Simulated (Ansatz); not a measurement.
## AgF (model cell, started as wurtzite): a soft mode frozen in

Aim: this structure of AgF (model cell, started as wurtzite) is to be tested for unstable modes, and one is followed downhill.

Calculated with Ansatz 0.2.0; DFT LDA, scalar-relativistic, plane waves, PAW.

The structure was built from a prototype and need not be the compound's stable phase.

## (1) Starting point

Symmetry: P6_3/mmc, No. 194, hexagonal system. Conventional cell: a = 4.014 Å, b = 4.014 Å, c = 4.709 Å, α = 90.00°, β = 90.00°, γ = 120.00°. Ag has 5 F at 2.32 to 2.35 Å nearest. Nearest to F lie 5 Ag at 2.32 to 2.35 Å. Farther neighbours and most contacts between anions are not listed.

As a file:

```cif
data_structure
_symmetry_space_group_name_H-M 'P6_3/mmc'
_symmetry_Int_Tables_number 194
_cell_length_a 4.0139
_cell_length_b 4.0139
_cell_length_c 4.7092
_cell_angle_alpha 90.000
_cell_angle_beta 90.000
_cell_angle_gamma 120.000
_cell_volume 65.71
loop_
_atom_site_label
_atom_site_type_symbol
_atom_site_symmetry_multiplicity
_atom_site_Wyckoff_symbol
_atom_site_fract_x
_atom_site_fract_y
_atom_site_fract_z
_atom_site_occupancy
Ag1 Ag 2 d 0.33333 0.66667 0.75000 1
F1 F 2 c 0.33333 0.66667 0.25000 1
```

## (2) Response at finite wavevector

The cell comes from relaxations at this level that are not shown. Stability and thermal properties need the whole zone. Linear response on a 2×2×2 q mesh gives force constants as far as a supercell of that size would.

Input file input.yaml:

```yaml
crystal:
  lattice:
    - [4.0138959602, 3.0438e-06, 0.0]
    - [-2.0069506161, 3.4761343478, 0.0]
    - [0.0, 0.0, 4.7092382587]
  atoms:
    - { symbol: Ag, position: [0.3333333333, 0.6666666667, -0.0625] }
    - { symbol: Ag, position: [0.6666666667, 0.3333333333, 0.4375] }
    - { symbol: F, position: [0.3333333333, 0.6666666667, 0.4375] }
    - { symbol: F, position: [0.6666666667, 0.3333333333, 0.9375] }
kpoints:
  mp_grid: { grid: [12, 12, 8] }
hamiltonian:
  xc: lda
scf:
  occupations: { method: methfessel_paxton, width: 0.15 }
output:
  eigenvalues: true
phonons:
  method: dfpt
  qmesh: [2, 2, 2]
  temperatures: { t_max: 1000, t_step: 50 }
  qpath:
    path:
      - [[0.0, 0.0, 0.0], [0.5, 0.0, 0.0], [0.33333333, 0.33333333, 0.0], [0.0, 0.0, 0.0], [0.0, 0.0, 0.5], [0.5, 0.0, 0.5], [0.33333333, 0.33333333, 0.5], [0.0, 0.0, 0.5]]
      - [[0.5, 0.0, 0.5], [0.5, 0.0, 0.0]]
      - [[0.33333333, 0.33333333, 0.5], [0.33333333, 0.33333333, 0.0]]
    npoints: 10
```

On the command line:

```
$ ansatz run input.yaml --threads 4 --pin off --max-ram 7168MiB --backend cpu --events-out ev --progress --plain --runs-dir out
```

Numbers of over 12 decimals in the logs are rounded to 6 here.

What it wrote:

```text
Warning: phonons: the dynamical matrix that this run interpolates holds no multipole term above the dipole-dipole one, and a site of this crystal is no centre of inversion, so its interpolated transverse optical and acoustic branches and sound speeds can stay off near Gamma, and the density of states and the thermodynamics with them. What a run solves at a wave vector of phonons.qpoints, Gamma apart, where the deck admits one, is free of this, and under fd what a larger phonons.supercell samples
Engine: ansatz 0.2.0, aarch64-unknown-linux-gnu
Pseudopotentials: kind: paw
Pseudopotential: Ag, paw, valence charge 19, recommended cutoff 420 eV (normal), Ag.paw.azcp
Pseudopotential: F, paw, valence charge 7, recommended cutoff 420 eV (normal), F.paw.azcp
Functional definition: SPW92
  exchange = slater_x
  correlation = pw_c
Crystal: 4 atoms, lattice volume = 65.707 Å³
Basis set: ecut = 420 eV, 1323 PW (Γ), exchange–correlation on 54×54×64 points (8 copies of the dense FFT grid, shifted against one another)
Bands: 32, of which v1, the nominal top of the filled ones, is band 26 counted from 1 (25 counted from 0)
Symmetry: 24 space group operations
k-points: 95 of 1152
Non-local potential: Ag, projectors of the file, l = 0: 3, l = 1: 2, l = 2: 2, l = 3: 1
Non-local potential: F, projectors of the file, l = 0: 2, l = 1: 2, l = 2: 1
PAW form: soft (Blöchl's): semilocal exchange-correlation on the pseudo side does not see the compensation charge
PAW frozen core: Ag, regenerated for the run's functional, and the local potential with it (the file was generated under x = pbe(κ = 0.804, μ = 0.219515), c = pbe(β = 0.066725))
PAW frozen core: F, regenerated for the run's functional, and the local potential with it (the file was generated under x = pbe(κ = 0.804, μ = 0.219515), c = pbe(β = 0.066725))
PAW one-centre angular grid: Ag, 590 points (default); XC on 64 Gauss nodes
PAW one-centre angular grid: F, 110 points (default); XC on 64 Gauss nodes
Initial density: superposition of atomic densities (neutral atoms: chi_scale 0, normalization atom), corrected by the library's trained network
Initial wavefunctions: pseudopotential atomic-orbital guess
Functional: x = slater, c = lda
SCF iter   1: F=—  HF=-16501.096640 eV  |F-HF|=—  |Δ(HF+E_count)|=         —  Δρ=2.15e-2  dr2=2.30e-1  ethr=1.77e-3  ⟨swp⟩=5.0  Hψ=10450  notcnv=0  defer=9
preconditioner: auto → LDOS  [metal: Δε(μ)=0.023 eV  Ē_g=11.945 eV  σ=0.150 eV  W_gap=0.13  n_scr=20 (ndim 8)  ℏωp=27.5 eV  f_vac=0.185  D(μ)=1.46/eV (n_scr^D=8)  β→1.0]
SCF iter   2: F=—  HF=-16501.125856 eV  |F-HF|=—  |Δ(HF+E_count)|=   2.92e-2  S|Δr|=    0.00e0  Δρ=2.58e-2  dr2=2.93e-1  ethr=4.42e-4  ⟨swp⟩=2.0  Hψ=6498  notcnv=0  defer=154
SCF iter   3: F=—  HF=-16501.038189 eV  |F-HF|=—  |Δ(HF+E_count)|=   8.77e-2  S|Δr|=    0.00e0  Δρ=4.70e-3  dr2=8.52e-3  ethr=4.42e-4  ⟨swp⟩=2.0  Hψ=4808  notcnv=0  defer=154
SCF iter   4: F=—  HF=-16501.035394 eV  |F-HF|=—  |Δ(HF+E_count)|=   2.80e-3  S|Δr|=    0.00e0  Δρ=5.52e-4  dr2=1.76e-4  ethr=1.64e-5  ⟨swp⟩=2.0  Hψ=4433  notcnv=0  defer=153
SCF iter   5: F=—  HF=-16501.035346 eV  |F-HF|=—  |Δ(HF+E_count)|=   4.72e-5  S|Δr|=    0.00e0  Δρ=1.08e-4  dr2=4.32e-6  ethr=3.39e-7  ⟨swp⟩=2.0  Hψ=4070  notcnv=0  defer=153
SCF iter   6: F=—  HF=-16501.035346 eV  |F-HF|=—  |Δ(HF+E_count)|=   7.92e-8  S|Δr|=    0.00e0  Δρ=9.42e-6  dr2=2.61e-8  ethr=8.30e-9  ⟨swp⟩=2.2  Hψ=4286  notcnv=0  defer=153
SCF iter   7: F=—  HF=-16501.035346 eV  |F-HF|=—  |Δ(HF+E_count)|=   1.15e-8  S|Δr|=    0.00e0  Δρ=1.02e-6  dr2=4.76e-10  ethr=5.02e-11  ⟨swp⟩=2.0  Hψ=4948  notcnv=0  defer=153
SCF iter   8: F=-16501.035346 eV  HF=-16501.035346 eV  |F-HF|=3.64e-12  |Δ(HF+E_count)|=  9.46e-11  S|Δr|=    0.00e0  Δρ=1.01e-7  dr2=3.79e-12  ethr=1.00e-12  ⟨swp⟩=8.0  Hψ=15277  notcnv=0
SCF 1 converged in 8 iterations: F = -16501.035346 eV  dr2 = 3.79e-12
  greatest PAW one-centre occupation: 1.002 electrons in one spin orbital (limit 2), on the Ag atom at site 1 (counted from 0), in its partial waves of l = 0
Initial density: read from a saved state, or passed on in memory by an earlier SCF of this step, an earlier step, the calling program or the single point that the run made first
iter 1 solved again at ethr=1.97e-8 eV; its pass at ethr=3.10e-3 eV (dr2=1.03e-5 eV) is discarded
SCF iter   1: F=—  HF=-16501.035351 eV  |F-HF|=—  |Δ(HF+E_count)|=         —  Δρ=2.23e-7  dr2=1.57e-11  ethr=1.97e-8  ⟨swp⟩=3.0  Hψ=18726  notcnv=0
eigensolver tolerance schedule: the retry pair's looser diagonalisation over-reported the residual by 653938.19 of it (diagonalisation noise at an unbounded share of the residual, at the tolerance the schedule requests for it); recorded, not acted on — ethr = c·dr2/N_el stays at c = 1.0e-1
preconditioner: auto → LDOS  [metal: Δε(μ)=0.015 eV  Ē_g=12.129 eV  σ=0.150 eV  W_gap=0.08  n_scr=20 (ndim 8)  ℏωp=27.5 eV  f_vac=0.178  D(μ)=1.17/eV (n_scr^D=2)  β→1.0]
SCF iter   2: F=—  HF=-16501.035346 eV  |F-HF|=—  |Δ(HF+E_count)|=   5.02e-6  S|Δr|=    0.00e0  Δρ=2.47e-7  dr2=2.29e-11  ethr=1.00e-12  ⟨swp⟩=3.0  Hψ=6376  notcnv=0
SCF iter   3: F=-16501.035346 eV  HF=-16501.035346 eV  |F-HF|=7.28e-12  |Δ(HF+E_count)|=  3.64e-12  S|Δr|=    0.00e0  Δρ=1.02e-7  dr2=1.82e-12  ethr=1.00e-12  ⟨swp⟩=2.0  Hψ=7763  notcnv=0
SCF 2 converged in 3 iterations: F = -16501.035346 eV  dr2 = 1.82e-12
phonons: the bands overlap, so this run is a metal and interpolates without the dipole-dipole term. If the crystal is really an insulator or semiconductor, its LO-TO splitting is missing
NSCF: frozen V_eff on 95 k-points
NSCF: frozen V_eff on 370 k-points
DFPT response loops at q = (0, 0, 0) (fractional): preconditioner auto → none (partly filled bands, converged f_vac=0.178); β = 0.50; Broyden in place of MSR1
NSCF: frozen V_eff on 740 k-points
DFPT response loops at q = (0, 0, -0.5) (fractional): mixed as the last ones told, above
NSCF: frozen V_eff on 740 k-points
DFPT response loops at q = (0, -0.5, 0) (fractional): mixed as the last ones told, above
NSCF: frozen V_eff on 740 k-points
DFPT response loops at q = (0, -0.5, -0.5) (fractional): mixed as the last ones told, above
SCF converged after 8 iterations
Stability not checked: this state was not tested for a lower state beside it, because cold or Methfessel-Paxton smearing, or corrected tetrahedra, fill the levels in a way that the test cannot read (fill_not_monotonic; see scf.lower_state_search)
Free energy (F): -16501.035346 eV
Harris-Foulkes:  -16501.035346 eV  (|F-HF|=3.64e-12)
Internal energy: -16501.038328 eV  (E = F + TS)
E sigma→0 (E₀):  -16501.036092 eV
Entropy (-TS):   0.002982 eV (0.745 meV/atom)
Fermi energy:    7.797698 eV
--- Per-component energies (eV) ---
  E_band       = -759.227469
  E_kinetic    = 1466.352737
  E_local      = -7004.375487  (includes V_loc(G=0)·N_el)
  E_nonlocal   = 334.242837
  E_hartree    = 3039.926080
  E_xc         = -517.845747
  E_vxc        = -663.965737  (∫ρ·V_xc dr)
  E_paw        = -7922.764962  (= ΣΔE_a)
  E_vpaw       = -971.338547  (= ΣTr[D̂ρ^β])
  E_aug_tail   = 0.004646  (compensation charges beyond the density's cutoff)
  E_ewald      = -5898.254550
  E_core_change = 1.676118  (= ΣΔE_core)
  E_smearing   = 0.002982  (= −TS)
  E_closure    = 0.000000  (closes the sum)
  Σ components = -16501.035346   (vs F -16501.035346, Δ=0.00e0)
--- Band table (eV; the first three rows and the last of 95) ---
  k-point 0: bands = [... 22 lower, 7.1986, 7.2966, 7.2966, 7.3177, 7.3177, 13.4789, 15.0868, 18.7810, ... 2 higher]
  k-point 1: bands = [... 22 lower, 7.2990, 7.2990, 7.3179, 7.3179, 7.4733, 12.9597, 15.7493, 18.7273, ... 2 higher]
  k-point 2: bands = [... 22 lower, 7.3057, 7.3057, 7.3186, 7.3186, 8.2571, 12.1075, 17.0262, 18.5959, ... 2 higher]
  k-point 94: bands = [... 22 lower, 6.4975, 6.4975, 7.8073, 7.8073, 13.9699, 13.9699, 14.4751, 14.4751, ... 2 higher]
--- Phonons (Γ-DFPT): 4 representative perturbations + reference (Σ response iterations 13) ---
  ASR residual: 3.151e-5 → 0.000e0 eV/Å²; symmetrization residual: 8.024e-6 eV/Å²
  ASR residual per site (eV/Å²): 1.48e-5 1.48e-5 3.15e-5 3.15e-5
  Γ frequencies (cm⁻¹): -44.94 -22.36 -22.36 0.00 0.00 0.00 192.44 192.44 224.59 224.59 239.77 281.37
--- Phonons (arbitrary-q DFPT): 4 irreducible q on the 2×2×2 mesh ---
  q = [0.0000, 0.0000, 0.0000] (star 1, of the zone-centre solve; hermiticity 3.50e-6, symmetrization 9.18e-7): -44.94 -22.36 -22.36 -0.00 -0.00 0.00 192.44 192.44 224.59 224.59 239.77 281.37
  q = [0.0000, 0.0000, -0.5000] (star 1, 4 solved perturbations in 930 linear systems a pass and spin channel, the states on 370 of 1152 k-point pairs; hermiticity 2.32e-6, symmetrization 1.20e-7): -27.30 -27.30 -27.30 -27.30 119.75 119.75 205.98 205.98 205.98 205.98 231.36 231.36
  q = [0.0000, -0.5000, 0.0000] (star 3, 6 solved perturbations in 1910 linear systems a pass and spin channel, the states on 370 of 1152 k-point pairs; hermiticity 7.08e-6, symmetrization 1.33e-6): -43.53 -37.85 -30.09 -25.53 94.62 95.11 222.68 233.79 244.22 250.44 250.92 264.45
  q = [0.0000, -0.5000, -0.5000] (star 3, 6 solved perturbations in 1910 linear systems a pass and spin channel, the states on 370 of 1152 k-point pairs; hermiticity 2.36e-6, symmetrization 5.23e-7): -35.77 -35.77 59.54 59.54 95.50 95.50 131.48 131.48 235.65 235.65 281.18 281.18
  sum rule: each row above includes the acoustic sum rule's correction from the zone centre's row sums; it moved no ω² by more than (0.67 cm⁻¹)²
  mesh force constants: q→R imaginary residual 3.35e-17; ASR residual 3.151e-5 → 0.000e0 eV/Å²; symmetrization residual 3.553e-15 eV/Å²
  interpolated dispersion: 93 rows × 12 modes
  density of states and harmonic sums: on the 18×18×14 q-mesh, interpolated from the force constants of a 2×2×2 supercell (no non-analytic term)
  largest difference from the sums on the solved wave vectors: F 1.56e-1 eV, S 1.98e-4 and C_V 4.20e-5 eV/K
  zero-point energy: 0.098598 eV/cell   skipped modes (ω ≤ 0): 901, of them read as no rigid motion or as one in doubt: 898 (3.014e0 modes/cell left out, lowest -45.31 cm⁻¹)   left out of the sums: 2.51e-1 of the cell's modes: C_V's classical limit lies that fraction below 3 k_B per atom; for a crystal, a wire or a layer, F and S can be off by more, and a phonons.interpolated_qmesh denser along its periods is the remedy for the sampling
```

Elapsed: 10 min, on 4 threads of Arm Neoverse N1, shared host; peak memory 1.8 GiB.

Reading the cycles: dr2 is the Hartree energy of the density residual (eV), the measure of convergence; HF is the Harris–Foulkes estimate of the energy, which meets the free energy F at convergence.

Numbers from this step:

```
volume per atom                                         : 16.43 Å³
gap on the k-mesh                                       : 0 eV
sum-rule residual before enforcement                    : 3.15e-5 eV/Å²
lowest frequency on the path                            : -45.30 cm⁻¹
point group                                             : 6/mmm
highest frequency on the path or at a solved wavevector : 281.6 cm⁻¹
highest optical mode at the zone centre (no LO-TO term) : 281.4 cm⁻¹
lowest optical zone-centre mode                         : -44.94 cm⁻¹
lowest mode on the q mesh (acoustic modes at Γ apart)   : -44.94 cm⁻¹
```

Frequencies (cm⁻¹) solved at each irreducible wavevector; negative means imaginary. Frequencies by wavevector, by row:

```
q in reciprocal lattice units  star  mode 1  mode 2  mode 3  mode 4  mode 10  mode 11  mode 12
                        0 0 0     1   -44.9   -22.4   -22.4       0    224.6    239.8    281.4
                     0 0 -0.5     1   -27.3   -27.3   -27.3   -27.3      206    231.4    231.4
                     0 -0.5 0     3   -43.5   -37.9   -30.1   -25.5    250.4    250.9    264.4
                  0 -0.5 -0.5     3   -35.8   -35.8    59.5    59.5    235.7    281.2    281.2
```

Interpolated from a 2×2×2 q mesh, rough between the solved points. The phonon branches at the labelled points (cm⁻¹):

```
    point  branch 1  branch 2  branch 3  branch 4  branch 9  branch 10  branch 11  branch 12
        Γ       -45       -22       -22         0       225        225        240        281
  halfway       -45       -29       -25       -17       234        238        243        275
        M       -44       -38       -30       -26       244        250        251        264
  halfway       -43       -39       -23        10       238        252        258        262
        K       -42       -42       -20        32       238        257        257        262
  halfway       -45       -28       -21       -20       234        244        245        273
        Γ       -45       -22       -22         0       225        225        240        281
  halfway       -26       -26       -18       -18       219        219        236        261
        A       -27       -27       -27       -27       206        206        231        231
  halfway       -33       -33        41        41       221        221        262        262
        L       -36       -36        60        60       236        236        281        281
  halfway       -26       -26        57        57       242        242        280        280
        H       -11       -11        53        53       249        249        279        279
  halfway       -30       -30        44        44       227        227        266        266
        A       -27       -27       -27       -27       206        206        231        231
jump to L       -36       -36        60        60       236        236        281        281
  halfway       -34       -31       -30        24       226        246        273        279
        M       -44       -38       -30       -26       244        250        251        264
jump to H       -11       -11        53        53       249        249        279        279
  halfway       -29       -29       -20        24       241        258        274        274
        K       -42       -42       -20        32       238        257        257        262
```

Symmetry leaves 4 wavevectors to solve. The lowest mode among them, the acoustic zeros apart, lies at Γ and is imaginary, 44.9i cm⁻¹, so the energy falls along it.

## (3) The mode frozen in, largest atomic shift 0 Å

The mode followed lies at Γ with frequency 44.9i cm⁻¹, the softest among the wavevectors solved. At small amplitude the distorted cell has space group no. 164 by a symmetry search on the positions. The undistorted cell that holds it gives the zero of energy on the same k mesh.

input.yaml, the sections that differ from step 2:

```yaml
crystal:
  lattice:
    - [4.0138959602, 3.0438e-06, 0.0]
    - [-2.0069506161, 3.4761343478, 0.0]
    - [0.0, 0.0, 4.7092382587]
  atoms:
    - { symbol: Ag, position: [0.3333333333, 0.6666666667, 0.9375] }
    - { symbol: Ag, position: [0.6666666667, 0.3333333333, 0.4375] }
    - { symbol: F, position: [0.3333333333, 0.6666666667, 0.4375] }
    - { symbol: F, position: [0.6666666667, 0.3333333333, 0.9375] }
output:
  forces: true
  stress: true
  eigenvalues: true
# kpoints, hamiltonian, scf: as in step 2
# phonons: removed
```

What it wrote:

```text
[...]
Crystal: 4 atoms, lattice volume = 65.707 Å³
Basis set: ecut = 420 eV, 1323 PW (Γ)
Bands: 32, of which v1, the nominal top of the filled ones, is band 26 counted from 1 (25 counted from 0)
Symmetry: 24 space group operations
[...]
k-points: 95 of 1152
[...]
k-point 0: bands = [... 22 lower, 7.1986, 7.2965, 7.2965, 7.3177, 7.3177, 13.4789, 15.0867, 18.7810, ... 2 higher]
  k-point 1: bands = [... 22 lower, 7.2990, 7.2990, 7.3179, 7.3179, 7.4733, 12.9597, 15.7493, 18.7273, ... 2 higher]
  k-point 2: bands = [... 22 lower, 7.3057, 7.3057, 7.3186, 7.3186, 8.2570, 12.1075, 17.0262, 18.5959, ... 2 higher]
  k-point 94: bands = [... 22 lower, 6.4975, 6.4975, 7.8073, 7.8073, 13.9699, 13.9699, 14.4751, 14.4751, ... 2 higher]
[key lines of the parts left out:]
SCF converged after 7 iterations
Free energy (F): -16501.035345 eV
Fermi energy:    7.797689 eV
P = ⅓ Tr σ = 0.0010 GPa (0.010 kbar)
```

Run time: 4.9 s. Hardware: 4 threads; peak memory 0.42 GiB; 18 s of CPU time.

This step gave:

```yaml
pressure: 9.71e-4 GPa
energy_from_the_undistorted_cell: 0 meV/atom
```

The run ends at a pressure of 0.00 GPa.

## (4) The mode frozen in, largest atomic shift 0.22 Å

The atoms are moved along the unstable eigenvector, the largest shift by 0.22 Å, with the cell fixed.

input.yaml, the sections that differ from step 3:

```yaml
crystal:
  lattice:
    - [4.0138959602, 3.0438e-06, 0.0]
    - [-2.0069506161, 3.4761343478, 0.0]
    - [0.0, 0.0, 4.7092382587]
  atoms:
    - { symbol: Ag, position: [0.3333333333, 0.6666666667, 0.9779303904] }
    - { symbol: Ag, position: [0.6666666667, 0.3333333333, 0.3970696096] }
    - { symbol: F, position: [0.3333333333, 0.6666666667, 0.4842166849] }
    - { symbol: F, position: [0.6666666667, 0.3333333333, 0.8907833151] }
# kpoints, hamiltonian, scf, output: as in step 3
```

What it wrote:

```text
[...]
Crystal: 4 atoms, lattice volume = 65.707 Å³
Basis set: ecut = 420 eV, 1323 PW (Γ)
Bands: 32, of which v1, the nominal top of the filled ones, is band 26 counted from 1 (25 counted from 0)
Symmetry: 12 space group operations
[...]
k-points: 131 of 1152
[...]
k-point 0: bands = [... 22 lower, 6.9775, 6.9775, 6.9901, 7.1573, 7.1573, 13.5611, 15.1579, 18.8234, ... 2 higher]
  k-point 1: bands = [... 22 lower, 6.9704, 6.9704, 7.1578, 7.1578, 7.2975, 13.0542, 15.7858, 18.5888, ... 2 higher]
  k-point 2: bands = [... 22 lower, 6.9668, 6.9668, 7.1532, 7.1532, 8.1139, 12.2242, 16.9640, 18.2741, ... 2 higher]
  k-point 130: bands = [... 22 lower, 6.2196, 6.8904, 7.5780, 7.5780, 13.0583, 13.0583, 13.6237, 15.2449, ... 2 higher]
[key lines of the parts left out:]
SCF converged after 7 iterations
Free energy (F): -16501.056743 eV
Fermi energy:    7.672993 eV
P = ⅓ Tr σ = -1.9452 GPa (-19.452 kbar)
```

Wall time 6.3 s (4 threads); peak memory 0.47 GiB; 24 s of CPU time.

This step gave:

| Quantity | Value |
| --- | --- |
| pressure | -1.945 GPa |
| energy from the undistorted cell | -5.236 meV/atom |

The energy, extrapolated to zero smearing, is -5.24 meV/atom against the undistorted cell.

The run ends at a pressure of -1.95 GPa, with forces up to 0.094 eV/Å.

## (5) Energy along the mode, all amplitudes (two of the runs are shown above)

An imaginary frequency means negative curvature, so the energy should fall and then rise again as anharmonic terms take over.

Numbers from this step:

```
depth at the lowest point sampled  : 5.236 meV/atom
largest atomic shift at that point : 0.22 Å
```

The energy from the parent by largest atomic shift:

```
largest atomic shift (Å)  energy from the parent (meV/atom)
                   0.000                                  0
                   0.040                             -0.288
                   0.080                              -1.09
                   0.140                              -2.91
                   0.220                              -5.24
                   0.320                              -3.50
                   0.450                               22.4
```

Displacement at unit largest shift by atom:

```
atom  x (Å)  y (Å)  z (Å)  size
 Ag1   0.00   0.00   0.86  0.86
 Ag2   0.00   0.00  -0.86  0.86
  F3   0.00   0.00   1.00  1.00
  F4   0.00   0.00  -1.00  1.00
```

The lowest of the steps tried is at 0.22 Å, 5.24 meV/atom below the parent; the bottom of the well need not coincide with a step.

(Continued in part 2 of 3.)

[Logs are printed without paths, hosts, clocks, repeated set-up lines and the standing remarks that a program may print on its own settings, such as how far it seeks lower states.]

[Hosts, paths, dates, database ids (printed as entryN), source tags and the programs' standing remarks are cut or masked in the printed files.]
